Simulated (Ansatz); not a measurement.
## Equation of state of C11b MoSi2

How stiff is C11b MoSi2 under hydrostatic load? Each row relaxes cell and atoms at a set pressure. The phase is followed to these pressures whether or not it stays the stable one.

Calculated with Ansatz 0.2.0, PBEsol, PAW files of the set soft_1, cutoff 600 eV, Fermi–Dirac smearing 0.05 eV, k-mesh 19×19×19, no spin polarisation, no spin-orbit coupling.

Reference cell, relaxed at zero pressure with PBEsol (I4/mmm): a = 4.5145 Å, b = 4.5145 Å, c = 4.5145 Å, α = 138.62°, β = 138.62°, γ = 59.96°.

```csv
atom,x,y,z
Mo,0.0000,0.0000,0.0000
Si,0.3351,0.3351,0.0000
Si,0.6649,0.6649,0.0000
```

```
V (Å³/atom)    V/V0  P (GPa)  E − E0 (meV/atom)
    13.5221  1.0193   −4.000                3.2
    12.9808  0.9784    5.001                4.4
    12.7245  0.9591   10.007               16.3
    12.4927  0.9417   15.003               34.3
    12.2808  0.9257   20.000               57.4
```

V0 = 13.2667 Å³ an atom, where the residual pressure P0 is 0.000 GPa. **Question.** Fit the Birch–Murnaghan law and give the pressure and the energy at V = 11.9047 Å³ an atom, a row left out above.

With the Eulerian strain f = ½[(V0/V)^(2/3) − 1] and F = (P − P0)/[3f(1 + 2f)^(5/2)], the third-order law is the line F = B0 + (3/2) B0 (B′ − 4) f.

```csv
f,F (GPa)
0.02641,221.91
0.02044,221.29
0.01410,220.61
0.00731,219.76
−0.00632,217.93
```

A straight line through the 5 rows: the means are 0.01239 for f and 220.3 for F, Σ(Δx)² = 0.0006402 and ΣΔxΔy = 0.07816, so the slope is 0.07816/0.0006402 = 122.09 and the intercept 220.3 − (122.09)(0.01239) = 218.79.

Hence B0 = 218.8 GPa and B′ = 4 + (122.1)/(1.5 × 218.8) = 4.37. For the withheld volume f = 0.03744, F = 223.36 GPa and P = 30.05 GPa, an extrapolation past the fitted rows. The run itself gives 30.00 GPa, so the estimate misses by 0.05 GPa, more than the largest misfit of the fitted rows (0.01 GPa).

Integrating the same law gives E − E0 = (9/2) B0 V0 f²[1 + (B′ − 4) f] + P0(V0 − V), with 1 GPa Å³ = 6.2415 meV: 115.9 meV an atom. The run itself gives 115.8 meV, so the estimate misses by 0.1 meV, a rounding's worth.

[Logs are printed without paths, hosts, clocks, repeated set-up lines and the standing remarks that a program may print on its own settings, such as how far it seeks lower states.]
